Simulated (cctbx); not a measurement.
# Diagnosing a refinement

Cell a = 8.6710 Å, b = 8.6710 Å, c = 12.8010 Å, α = 90.00°, β = 90.00°, γ = 120.00°; space group R-3m (no. 166).

The data are simulated with cctbx, not measured: Cu Kα, λ = 1.54184 Å, to d = 0.83 Å, 70 % of the full sphere, strongest reflection 20000 counts, noise from counting, a 6 % proportional error and a noise floor of 15 counts (s.d.); no absorption.

An anisotropic refinement with weights 1/σ² prints:

```text
Rint 0.056, 208 unique reflections to 0.83 A
cycle     R1     wR2    GooF  max shift (A)
   1  0.5530  0.8291  22.002   0.03653
   3  0.2189  0.4300  11.411   0.00003
final R1 0.2190 wR2 0.4300 GooF 11.411  parameters 21  data/parameter 9.9
atom        x        y        z      Ueq    occ   su(xyz)  su(Uiso or U11)
Nd1    0.33333  0.66667  0.01577  -0.0022  1.000  0.00076  0.0033  NPD
Co1    0.99626  0.49813  0.14365  -0.0458  1.000  0.00094  0.0038  NPD
Rh1    0.33333  0.16667  0.16667  -0.0108  1.000  0.00000  0.0050  NPD
Ga1    0.33333  0.66667  0.77526  -0.0076  1.000  0.00160  0.0057  NPD
Rh2    0.71233  0.71233  0.00000   0.0347  1.000  0.00180  0.0062
difference map: max 53.16 min -8.74 rms 5.63
Q1    0.9995  0.4998  0.1441   18   55.14  0.03 A from Co1
Q2    0.0000  0.0000  0.3401    6   35.98  0.12 A from Nd1
Q3    0.0000  0.5000  0.5000    9   28.41  0.00 A from Rh1
Q4    0.0000  0.0000  0.1227    6   23.25  0.18 A from Ga1
Q5    0.0000  0.2752  0.0000   18    7.24  0.11 A from Rh2
Q6    0.0450  0.2709  0.3015   36    5.52  1.23 A from Rh2
```

**Question.** Can this result stand? If not, what is the likely fault?

Mend it. The fault: elements exchanged: Rh2 is Co and Co1 is Rh. Against the right model at the same level, R1 goes from 0.0162 to 0.2190 and GooF from 0.99 to 11.41, U of Nd1 shrinks from 0.0165 to -0.0022 Å², U of Rh1 shrinks from 0.0075 to -0.0108 Å², U of Co1 shrinks from 0.0069 to -0.0458 Å², U of Rh2 swells from 0.0082 to 0.0347 Å², the top difference peak, 55.1 e/Å³, lies on Co1 and Nd1, Co1, Rh1 and Ga1 go non-positive-definite. Rh2 has 18 electrons too many and its U swells to shed them, as expected; Co1 has 18 electrons too few and its U shrinks to make up, as expected.

The compound is Nd2Ga2Co6Rh9. The right model at the same level gives:

```text
Rint 0.056, 208 unique reflections to 0.83 A
cycle     R1     wR2    GooF  max shift (A)
   1  0.0295  0.0800   2.124   0.00199
   2  0.0162  0.0372   0.988   0.00000
final R1 0.0162 wR2 0.0372 GooF 0.988  parameters 21  data/parameter 9.9
atom        x        y        z      Ueq    occ   su(xyz)  su(Uiso or U11)
Nd1    0.33333  0.66667  0.01532   0.0165  1.000  0.00006  0.0003
Rh1    0.99710  0.49855  0.14362   0.0069  1.000  0.00006  0.0003
Rh2    0.33333  0.16667  0.16667   0.0075  1.000  0.00000  0.0004
Ga1    0.33333  0.66667  0.77782   0.0066  1.000  0.00012  0.0005
Co1    0.71396  0.71396  0.00000   0.0082  1.000  0.00014  0.0004
difference map: max 1.14 min -1.79 rms 0.34
Q1    0.0910  0.1820  0.1327   18    1.20  1.33 A from Rh1
Q2    0.0568  0.1136  0.7769   18    1.06  1.67 A from Ga1
Q3    0.0340  0.1655  0.3590   36    1.03  1.32 A from Nd1
Q4    0.0243  0.3906  0.3163   36    1.01  0.61 A from Co1
Q5    0.0000  0.2267  0.0000   18    0.91  0.51 A from Co1
Q6    0.0575  0.1150  0.9785   18    0.87  1.44 A from Ga1
```

Isotropic U is held between 0.0001 and 1 Å² by the program, and listed peak heights are interpolated, so they can pass the grid's maximum.

The model is made up (kin elements in a known structure type, no relaxation), so it says nothing on whether the phase exists.

[Middle refinement cycles are left out of these outputs.]

[Logs are printed without paths, hosts, clocks, repeated set-up lines and the standing remarks that a program may print on its own settings, such as how far it seeks lower states.]
